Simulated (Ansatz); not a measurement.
## H2O on Al(100), hollow start, 2x2 cell: work function, bands and core levels: cost of one run

Ansatz 0.2.0; DFT, PBE, plane-wave PAW, default files, scalar-relativistic. The cell holds 23 atoms.

input.yaml

```yaml
crystal:
  lattice:
    - [5.713422792, 0.0, 0.0]
    - [0.0, 5.713422792, 0.0]
    - [0.0, 0.0, 24.78]
  atoms:
    - { symbol: H, position: [0.386376025, 0.337513215, 0.697336562] }
    - { symbol: H, position: [0.120227276, 0.337513215, 0.697336562] }
    - { symbol: O, position: [0.250158005, 0.25, 0.68724778] }
[... 14 atom lines left out ...]
    - { symbol: Al, position: [0.25, 0.75, 0.384180791] }
    - { symbol: Al, position: [0.75, 0.75, 0.384180791] }
    - { symbol: Al, position: [0.0, 0.0, 0.302663438] }
    - { symbol: Al, position: [0.5, 0.0, 0.302663438] }
    - { symbol: Al, position: [0.0, 0.5, 0.302663438] }
    - { symbol: Al, position: [0.5, 0.5, 0.302663438] }
kpoints:
  mp_grid: { grid: [6, 6, 1] }
scf:
  occupations: { method: fermi_dirac, width: 0.05 }
  n_extra_bands: 17
hamiltonian:
  xc: pbe
  pseudopotentials: { kind: paw }
output:
  forces: true
  write_potential: true
  volumetric_format: []
efield:
  axis: 3
  dipole_correction: true
relax:
  f_tol: 0.03
  max_steps: 45
  constraints: [{ sites: [11, 12, 13, 14, 15, 16, 17, 18, 19, 20, 21, 22] }]
```

The run is started by

```
> ansatz run input.yaml --threads 4 --pin off --max-ram 12288MiB --backend cpu --events-out ev --progress --plain --runs-dir out
```

The cutoff in use is 420 eV. For reference, a run of the same kind (5 atoms, 36 k-points, 20 bands and 3,697 plane waves; 12 SCF cycles) took 5.5 s and 0.54 GiB on the same hardware.

**Question.** How long does this run take on 4 threads of AMD EPYC 7R32 (Zen 2), shared host, and how much memory does it need?

A cutoff of 420 eV is a sphere of radius 10.5 Å⁻¹, so a cell of 809 Å³ holds about V·G³/6π² = 15,808 plane waves. At two electrons a band, the 68 electrons need 34 bands, and 17 more are carried. Symmetry cuts the 6×6×1 mesh from 36 to 20 points. The run has 20 k-points, 51 bands and 15,903 plane waves. Taking the work of a cycle as k-points × spins × bands × plane waves, that is 6.1 times the reference, or 34 s at the reference's 12 cycles. The run needed 239 SCF cycles over 43 ionic steps, which makes it about 11 min. One copy of the wavefunctions takes 0.24 GiB at 16 bytes a coefficient, against 0.04 GiB in the reference; grids, projectors and work arrays come on top. Measured: about 9.9 min, with a peak of 1.8 GiB. The estimate holds within 25 %.

[Logs are printed without paths, hosts, clocks, repeated set-up lines and the standing remarks that a program may print on its own settings, such as how far it seeks lower states.]

[Hosts, paths, dates, database ids (printed as entryN), source tags and the programs' standing remarks are cut or masked in the printed files.]

[Maps of the electrostatic potential energy from Ansatz leave out the sawtooth potential of an applied field or a dipole correction, so their vacuum need not be flat; work functions include it.]
